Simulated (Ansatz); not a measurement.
**A convergence test on BaWO4 (I4_1/a): k mesh of the density**

How far can the k mesh of the density be lowered for the gap of BaWO4 (I4_1/a)?

Program: Ansatz 0.2.0. Level of theory: DFT, r2SCAN, plane waves, PAW. Values are calculated unless marked as measured.

## Step 1: Set-up

It takes space group I4_1/a (No. 88, tetragonal). The conventional cell has a = 5.667 Å, b = 5.667 Å, c = 12.739 Å, α = 90.00°, β = 90.00°, γ = 90.00°. Ba has 8 O at 2.76 to 2.80 Å nearest. Nearest to W lie 4 O at 1.79 Å. O has 1 W at 1.79 Å and 2 Ba at 2.76 to 2.80 Å nearest. Farther neighbours, and contacts between anions beyond the nearest, are not listed.

The cell and positions are those that the Materials Project relaxed with its own functionals (PBE, PBE+U or r2SCAN), kept fixed. The default PAW set here is soft_2. Its files were made with PBE.

## Step 2: k mesh of the density: 2×2×2

File input.yaml:

```yaml
crystal:
  lattice:
    - [-2.833365905, 2.833365905, 6.36926687]
    - [2.833365905, -2.833365905, 6.36926687]
    - [2.833365905, 2.833365905, -6.36926687]
  atoms:
    - { symbol: Ba, position: [0.25, 0.75, 0.5] }
    - { symbol: Ba, position: [0.5, 0.5, 0.0] }
    - { symbol: W, position: [0.75, 0.25, 0.5] }
    - { symbol: W, position: [0.0, 0.0, 0.0] }
    - { symbol: O, position: [0.15214477, 0.04689186, 0.35623995] }
    - { symbol: O, position: [0.69065191, 0.79590482, 0.64376005] }
    - { symbol: O, position: [0.05934809, 0.45409518, 0.85623995] }
    - { symbol: O, position: [0.54590482, 0.40214477, 0.60525291] }
    - { symbol: O, position: [0.20409518, 0.84785523, 0.89474709] }
    - { symbol: O, position: [0.95310814, 0.30934809, 0.10525291] }
    - { symbol: O, position: [0.79689186, 0.94065191, 0.39474709] }
    - { symbol: O, position: [0.59785523, 0.20310814, 0.14376005] }
kpoints:
  mp_grid: { grid: [2, 2, 2] }
  band_path:
    path:
      - [0.0, 0.0, 0.0]
      - [0.0, 0.0, 0.5]
      - [0.25, 0.25, 0.25]
      - [0.0, 0.5, 0.0]
      - [0.5, 0.5, -0.5]
      - [0.29947279, 0.70052721, -0.29947279]
      - [-0.29947279, 0.29947279, 0.29947279]
      - [-0.09894559, 0.09894559, 0.5]
    npoints: 1
hamiltonian:
  xc: r2scan
scf:
  occupations: { method: fixed }
  n_extra_bands: 8
output:
  eigenvalues: true
  forces: true
  stress: true
  write_density: true
  write_potential: true
  elf: true
  volumetric_format: npy
```

Started as:

```console
$ ansatz run input.yaml --threads 3 --pin off --max-ram 92160MiB --backend cuda --events-out ev --progress --plain --runs-dir out --devices 1 --max-vram 13GiB
```

The log of the run:

```text
scf.n_extra_bands = 8 over 48 filled bands (N_el = 96.0): the run solves 56 bands
GPUs: using 1 of 1 available (devices: 1).
Engine: ansatz 0.2.0, x86_64-unknown-linux-gnu
Pseudopotentials: kind: paw
Pseudopotential: Ba, paw, valence charge 10, recommended cutoff 500 eV (meta_gga), Ba.paw.azcp
Pseudopotential: W, paw, valence charge 14, recommended cutoff 500 eV (meta_gga), W.paw.azcp
Pseudopotential: O, paw, valence charge 6, recommended cutoff 500 eV (meta_gga), O.paw.azcp
Functional definition: r2SCAN
  parameter k0 = 0.174
  parameter k1 = 0.065
  parameter a1 = 4.9479
  exchange = r2scan_x(k0 = k0, k1 = k1, a1 = a1)
  correlation = r2scan_c
concurrent solve slots: 2 of 3 are kept, ahead of what memory takes: no pass of the eigensolver takes more rounds on 2
device memory: the entry about to start is reckoned to put 3.9 GiB on a device that reports 51.2 GiB free (of which the cap on the GPU budget leaves the run 13.0 GiB)
GPU FFT provider: cuFFT
GPU libraries: cuBLAS 13.8.2, cuFFT 12.4.0, cuSOLVER 12.3.4
Crystal: 12 atoms, lattice volume = 204.529 Å³
Basis set: ecut = 500 eV, 5199 PW (Γ), exchange–correlation on 240×240×240 points (64 copies of the dense FFT grid, shifted against one another)
Bands: 56, of which v1, the nominal top of the filled ones, is band 48 counted from 1 (47 counted from 0)
Symmetry: 8 space group operations
Space group: I41/a (ITA 88), of the structure as read, at distance tolerance 5.9e-5 Å
k-points: 4 of 8
Non-local potential: Ba, projectors of the file, l = 0: 3, l = 1: 2, l = 2: 2, l = 3: 2
Non-local potential: W, projectors of the file, l = 0: 3, l = 1: 2, l = 2: 2, l = 3: 1
Non-local potential: O, projectors of the file, l = 0: 2, l = 1: 2, l = 2: 1
PAW form: soft (Blöchl's): semilocal exchange-correlation on the pseudo side does not see the compensation charge
PAW frozen core: Ba, regenerated for the run's functional (the file was generated under x = pbe(κ = 0.804, μ = 0.219515), c = pbe(β = 0.066725))
PAW frozen core: W, regenerated for the run's functional (the file was generated under x = pbe(κ = 0.804, μ = 0.219515), c = pbe(β = 0.066725))
PAW frozen core: O, regenerated for the run's functional (the file was generated under x = pbe(κ = 0.804, μ = 0.219515), c = pbe(β = 0.066725))
PAW one-centre angular grid: Ba, 302 points (default); XC on 160 Gauss nodes
PAW one-centre angular grid: W, 590 points (default); XC on 160 Gauss nodes
PAW one-centre angular grid: O, 302 points (default); XC on 160 Gauss nodes
Initial density: superposition of atomic densities (neutral atoms: chi_scale 0, normalization atom), corrected by the library's trained network
Initial wavefunctions: pseudopotential atomic-orbital guess
GPU buffer pool allocated for 216000 grid points (all kernels)
GPU transforms: local potential and band sums: pruned to the plane-wave sphere, on 60×60×60
Functional: x = r2scan, c = r2scan; τ floored in thin density (d = 2e-4 eV/Å³)
SCF iter   1: F=—  HF=-37285.696962 eV  |F-HF|=—  |Δ(HF+E_count)|=         —  Δρ=8.30e-3  dr2=1.87e-1  dr2_τ=7.35e-1  ethr=1.77e-3  ⟨swp⟩=5.0  Hψ=846  notcnv=0  defer=22
preconditioner: auto → Resta (q_TF=auto, 2.405 Å⁻¹)  ε∞=4.2  [insulator: Δε(μ)=5.311 eV  Ē_g=12.590 eV  n_scr=36 (ndim 8)  ℏωp=22.6 eV  f_vac=0.061  ε∞_Penn≈4.2]
SCF iter   2: F=—  HF=-37285.866362 eV  |F-HF|=—  |Δ(HF+E_count)|=   1.69e-1  Δρ=4.85e-3  dr2=1.89e-2  dr2_τ=1.36e-2  ethr=1.95e-4  ⟨swp⟩=2.5  Hψ=425  notcnv=0  defer=23
SCF iter   3: F=—  HF=-37285.866089 eV  |F-HF|=—  |Δ(HF+E_count)|=   2.73e-4  Δρ=2.19e-3  dr2=6.81e-3  dr2_τ=6.12e-4  ethr=1.97e-5  ⟨swp⟩=2.2  Hψ=314  notcnv=0  defer=24
SCF iter   4: F=—  HF=-37285.865510 eV  |F-HF|=—  |Δ(HF+E_count)|=   5.79e-4  Δρ=3.47e-4  dr2=2.01e-4  dr2_τ=2.80e-5  ethr=7.09e-6  ⟨swp⟩=3.0  Hψ=383  notcnv=0  defer=24
SCF iter   5: F=—  HF=-37285.865370 eV  |F-HF|=—  |Δ(HF+E_count)|=   1.40e-4  Δρ=1.00e-4  dr2=2.93e-5  dr2_τ=1.45e-6  ethr=2.10e-7  ⟨swp⟩=2.0  Hψ=356  notcnv=0  defer=24
SCF iter   6: F=—  HF=-37285.865532 eV  |F-HF|=—  |Δ(HF+E_count)|=   1.62e-4  Δρ=1.89e-5  dr2=8.48e-7  dr2_τ=8.51e-8  ethr=3.05e-8  ⟨swp⟩=2.0  Hψ=322  notcnv=0  defer=16
SCF iter   7: F=-37285.865533 eV  HF=-37285.865533 eV  |F-HF|=2.68e-8  |Δ(HF+E_count)|=   4.63e-7  Δρ=4.47e-6  dr2=6.61e-8  dr2_τ=5.06e-9  ethr=1.04e-10  ⟨swp⟩=17.8  Hψ=2121  notcnv=0
SCF 1 converged in 7 iterations: F = -37285.865533 eV  dr2 = 6.61e-8
[...]
device memory: the entry about to start is reckoned to put 2.3 GiB on a device that reports 49.0 GiB free (of which the cap on the GPU budget leaves the run 13.0 GiB)
NSCF: frozen V_eff on 8 k-points
SCF converged after 7 iterations
Free energy (F): -37285.865533 eV
Harris-Foulkes:  -37285.865533 eV  (|F-HF|=2.68e-8)
Internal energy: -37285.865533 eV  (E = F + TS)
E sigma→0 (E₀):  -37285.865533 eV
Fermi energy:    5.400776 eV
--- Per-component energies (eV) ---
  E_band       = -822.162917
  E_kinetic    = 2635.375543
  E_local      = -6734.890244  (includes V_loc(G=0)·N_el)
  E_nonlocal   = 489.958264
  E_hartree    = 2487.562567
  E_xc         = -1396.348328
  E_vxc        = -1657.816709  (∫ρ·V_xc dr)
  E_paw        = -28965.984602  (= ΣΔE_a)
  E_vpaw       = -627.584838  (= ΣTr[D̂ρ^β])
  E_aug_tail   = 0.008006  (compensation charges beyond the density's cutoff)
  E_vtau       = 97.648613  (kinetic-family band-sum trace: ∫τ·v_τ [+ j·A + Jᵃ·Aᵃ] dr)
  E_ewald      = -5800.256147
  E_core_change = -1.290593  (= ΣΔE_core)
  E_smearing   = -0.000000  (= −TS)
  E_closure    = 0.000000  (closes the sum)
  Σ components = -37285.865533   (vs F -37285.865533, Δ=0.00e0)
--- Forces (eV/Å), atoms counted from 1 ---
  atom   1  Ba     0.00000000     0.00000000     0.00000000
  atom   2  Ba    -0.00000000     0.00000000     0.00000000
  atom   3  W      0.00000000     0.00000000     0.00000000
  atom   4  W     -0.00000000     0.00000000     0.00000000
  atom   5  O     -0.18348497    -0.33035128     0.24720264
  atom   6  O      0.18348497     0.33035128     0.24720264
  atom   7  O     -0.18348497    -0.33035128    -0.24720264
  atom   8  O     -0.33035128     0.18348497     0.24720264
  atom   9  O      0.33035128    -0.18348497    -0.24720264
  atom  10  O     -0.33035128     0.18348497    -0.24720264
  atom  11  O      0.33035128    -0.18348497     0.24720264
  atom  12  O      0.18348497     0.33035128    -0.24720264
  max |Σ_I F_I| component: 8.33e-17 eV/Å
--- Stress (GPa, compression-positive) ---
       -2.290197      -0.000002       0.000000
        0.000002      -2.290197       0.000000
        0.000000       0.000000      -2.151468
  P = ⅓ Tr σ = -2.2440 GPa (-22.440 kbar)
--- Band table (eV) ---
  k-point 0: bands = [... 44 lower, 4.9324, 5.1585, 5.4008, 5.4008, 10.5816, 10.7838, 10.9734, 11.1209, ... 4 higher]
  k-point 1: bands = [... 44 lower, 5.0658, 5.0658, 5.1513, 5.1513, 10.6899, 10.6899, 11.1166, 11.1166, ... 4 higher]
  k-point 2: bands = [... 44 lower, 4.9874, 5.0310, 5.2138, 5.2886, 10.8255, 10.8848, 10.9708, 11.0752, ... 4 higher]
  k-point 3: bands = [... 44 lower, 5.1399, 5.1399, 5.2997, 5.2997, 10.5588, 10.5588, 10.8363, 10.8363, ... 4 higher]
```

The job ended after 11 s (1 × NVIDIA H100 80GB HBM3 (shared by 6 runs) with 3 threads of AMD EPYC 7R13 (Zen 3), shared host; peak memory 1.6 GiB).

Reading the cycles: dr2 is the Hartree energy of the density residual (eV), the measure of convergence; HF is the Harris–Foulkes estimate of the energy, which meets the free energy F at convergence.

This step gave:

| Property | Result |
| --- | --- |
| pressure | -2.244 GPa |
| gap | 5.158 eV |
| valence top at | Γ |
| conduction bottom at | M |
| least direct gap | 5.181 eV |

The gap is indirect, with the least direct gap 0.02 eV higher.

## Step 3: k mesh of the density: 4×4×4

input.yaml: that of step 2 with these lines changed.

```diff
@@ -19,3 +19,3 @@
 kpoints:
-  mp_grid: { grid: [2, 2, 2] }
+  mp_grid: { grid: [4, 4, 4] }
   band_path:
@@ -40,5 +40 @@
   stress: true
-  write_density: true
-  write_potential: true
-  elf: true
-  volumetric_format: npy
```

The log of the run:

```text
[...]
GPUs: using 1 of 1 available (devices: 1).
[...]
GPU FFT provider: cuFFT
GPU libraries: cuBLAS 13.8.2, cuFFT 12.4.0, cuSOLVER 12.3.4
Crystal: 12 atoms, lattice volume = 204.529 Å³
Basis set: ecut = 500 eV, 5199 PW (Γ), exchange–correlation on 240×240×240 points (64 copies of the dense FFT grid, shifted against one another)
[...]
k-point 0: bands = [... 44 lower, 4.9325, 5.1585, 5.4008, 5.4008, 10.5816, 10.7838, 10.9734, 11.1209, ... 4 higher]
  k-point 1: bands = [... 44 lower, 5.0458, 5.0494, 5.1013, 5.3092, 10.7159, 10.8755, 10.9096, 11.2001, ... 4 higher]
  k-point 2: bands = [... 44 lower, 5.0658, 5.0658, 5.1513, 5.1513, 10.6899, 10.6899, 11.1166, 11.1166, ... 4 higher]
  k-point 13: bands = [... 44 lower, 5.1399, 5.1399, 5.2997, 5.2997, 10.5588, 10.5588, 10.8363, 10.8363, ... 4 higher]
[key lines of the parts left out:]
SCF converged after 7 iterations
Free energy (F): -37285.866444 eV
Fermi energy:    5.400791 eV
P = ⅓ Tr σ = -2.2434 GPa (-22.434 kbar)
```

Elapsed: 14 s, on 1 × NVIDIA H100 80GB HBM3 (shared by 6 runs) with 3 threads; peak memory 1.6 GiB; 7.6 s of CPU time.

Numbers from this step:

- pressure: -2.243 GPa
- gap: 5.158 eV
- valence top at: Γ
- conduction bottom at: M
- least direct gap: 5.181 eV

The gap is 5.158 eV, as in the run before at this level.

## Step 4: k mesh of the density: 6×6×6 (the default)

input.yaml, the sections that differ from step 3:

```yaml
kpoints:
  mp_grid: { grid: [6, 6, 6] }
  band_path:
    path:
      - [[0.0, 0.0, 0.0], [0.0, 0.0, 0.5], [0.25, 0.25, 0.25], [0.0, 0.5, 0.0], [0.0, 0.0, 0.0], [0.5, 0.5, -0.5], [0.29947279, 0.70052721, -0.29947279]]
      - [[-0.29947279, 0.29947279, 0.29947279], [0.0, 0.0, 0.0]]
      - [[0.0, 0.0, 0.5], [-0.09894559, 0.09894559, 0.5]]
      - [[0.5, 0.5, -0.09894559], [0.5, 0.5, -0.5]]
    npoints: 10
scf:
  occupations: { method: fermi_dirac, width: 0.02 }
  n_extra_bands: 8
output:
  eigenvalues: true
  forces: true
  stress: true
  write_density: true
  write_potential: true
  elf: true
  volumetric_format: npy
# crystal, hamiltonian: as in step 3
```

The log of the run:

```text
[...]
GPUs: using 1 of 1 available (devices: 1).
[...]
GPU FFT provider: cuFFT
GPU libraries: cuBLAS 13.8.2, cuFFT 12.4.0, cuSOLVER 12.3.4
Crystal: 12 atoms, lattice volume = 204.529 Å³
Basis set: ecut = 500 eV, 5199 PW (Γ), exchange–correlation on 240×240×240 points (64 copies of the dense FFT grid, shifted against one another)
[...]
k-point 0: bands = [... 44 lower, 4.9325, 5.1585, 5.4008, 5.4008, 10.5816, 10.7838, 10.9734, 11.1209, ... 4 higher]
  k-point 1: bands = [... 44 lower, 4.9733, 5.1217, 5.2352, 5.3604, 10.6735, 10.8387, 10.9443, 11.1772, ... 4 higher]
  k-point 2: bands = [... 44 lower, 5.0253, 5.0527, 5.1485, 5.2438, 10.7185, 10.7917, 10.9896, 11.1901, ... 4 higher]
  k-point 35: bands = [... 44 lower, 5.1399, 5.1399, 5.2997, 5.2997, 10.5588, 10.5588, 10.8363, 10.8363, ... 4 higher]
[key lines of the parts left out:]
SCF converged after 7 iterations
Free energy (F): -37285.866463 eV
Fermi energy:    7.986406 eV
P = ⅓ Tr σ = -2.2435 GPa (-22.435 kbar)
```

Elapsed: 21 s, on 1 × NVIDIA H100 80GB HBM3 (shared by 6 runs) with 3 threads; peak memory 1.8 GiB.

Numbers from this step:

* pressure: -2.243 GPa
* gap: 5.158 eV
* valence top at: Γ
* conduction bottom at: M
* least direct gap: 5.181 eV

The gap is 5.158 eV, as in the run before at this level.

## Step 5: k mesh of the density: 8×8×8

input.yaml, the sections that differ from step 4:

```yaml
kpoints:
  mp_grid: { grid: [8, 8, 8] }
  band_path:
    path:
      - [0.0, 0.0, 0.0]
      - [0.0, 0.0, 0.5]
      - [0.25, 0.25, 0.25]
      - [0.0, 0.5, 0.0]
      - [0.5, 0.5, -0.5]
      - [0.29947279, 0.70052721, -0.29947279]
      - [-0.29947279, 0.29947279, 0.29947279]
      - [-0.09894559, 0.09894559, 0.5]
    npoints: 1
scf:
  occupations: { method: fixed }
  n_extra_bands: 8
output:
  eigenvalues: true
  forces: true
  stress: true
# crystal, hamiltonian: as in step 4
```

The log of the run:

```text
[...]
GPUs: using 1 of 1 available (devices: 1).
[...]
GPU FFT provider: cuFFT
GPU libraries: cuBLAS 13.8.2, cuFFT 12.4.0, cuSOLVER 12.3.4
Crystal: 12 atoms, lattice volume = 204.529 Å³
Basis set: ecut = 500 eV, 5199 PW (Γ), exchange–correlation on 240×240×240 points (64 copies of the dense FFT grid, shifted against one another)
[...]
k-point 0: bands = [... 44 lower, 4.9325, 5.1585, 5.4008, 5.4008, 10.5816, 10.7838, 10.9734, 11.1209, ... 4 higher]
  k-point 1: bands = [... 44 lower, 4.9574, 5.1380, 5.3034, 5.3786, 10.6423, 10.8131, 10.9645, 11.1579, ... 4 higher]
  k-point 2: bands = [... 44 lower, 5.0458, 5.0494, 5.1013, 5.3092, 10.7159, 10.8755, 10.9096, 11.2001, ... 4 higher]
  k-point 77: bands = [... 44 lower, 5.1399, 5.1399, 5.2997, 5.2997, 10.5588, 10.5588, 10.8363, 10.8363, ... 4 higher]
[key lines of the parts left out:]
SCF converged after 7 iterations
Free energy (F): -37285.866467 eV
Fermi energy:    5.400787 eV
P = ⅓ Tr σ = -2.2435 GPa (-22.435 kbar)
```

Elapsed: 27 s, on 1 × NVIDIA H100 80GB HBM3 (shared by 6 runs) with 3 threads; peak memory 1.6 GiB; 48 s of CPU time.

This step gave:

```
pressure             : -2.244 GPa
gap                  : 5.158 eV
valence top at       : Γ
conduction bottom at : M
least direct gap     : 5.181 eV
```

The gap is 5.158 eV, as in the run before at this level.

## Step 6: The series

Differences are against the last row; a negative gap means that bands overlap, and a run with a band path holds that path's time. Times are wall times on 1 × NVIDIA H100 80GB HBM3 (shared by 6 runs) with 3 threads of AMD EPYC 7R13 (Zen 3), shared host, good to a factor of about two.

```csv
k mesh of the density,gap (eV),direct gap (eV),gap error (eV),energy error (meV/atom),irreducible k,time
2×2×2,5.158,5.181,+0.0001,+0.1,4,11 s
4×4×4,5.158,5.181,+0.000,+0.0,14,14 s
6×6×6,5.158,5.181,+0.000,+0.0,36,21 s
8×8×8,5.158,5.181,+0.000,+0.0,78,27 s
```

## Step 7: Results

| Item | Value |
| --- | --- |
| 2×2×2 | 5.158 eV |
| 4×4×4 | 5.158 eV |
| 6×6×6 | 5.158 eV |
| 8×8×8 | 5.158 eV |

What this shows: The gap holds to 0.02 eV from 2×2×2 on, the cheapest setting tried. At 2×2×2 the gap is off by +0.0001 eV and the energy by +0 meV/atom. The gap is read over the mesh and added points near the edges, so meshes differ mainly through the density and, for a hybrid, the exchange operator.

[Long decimals in the printed logs are rounded to 6 places.]

[Logs are printed without paths, hosts, clocks, repeated set-up lines and the standing remarks that a program may print on its own settings, such as how far it seeks lower states.]

[Paths, hosts, dates, memory and timing lines, banners, echoed tables and standing remarks are left out of the program output; an Ansatz launch command may be rebuilt from the run's recorded settings. Measured values are a selection of at most five: reports struck by readers or far from the other reports are left out. None is set beside runs whose start may be inverted or whose files or cutoffs have a known fault.]

[Runs of the session that timed out or met a known fault of the program may be left out.]

[Cells called generated may have been cut or substituted from an entry of the Crystallography Open Database or the Materials Project.]

[Hosts, paths, dates, database ids (printed as entryN), source tags and the programs' standing remarks are cut or masked in the printed files.]

[Where the starting crystal was built by hand or by swapping elements, it need not be the compound's stable phase.]
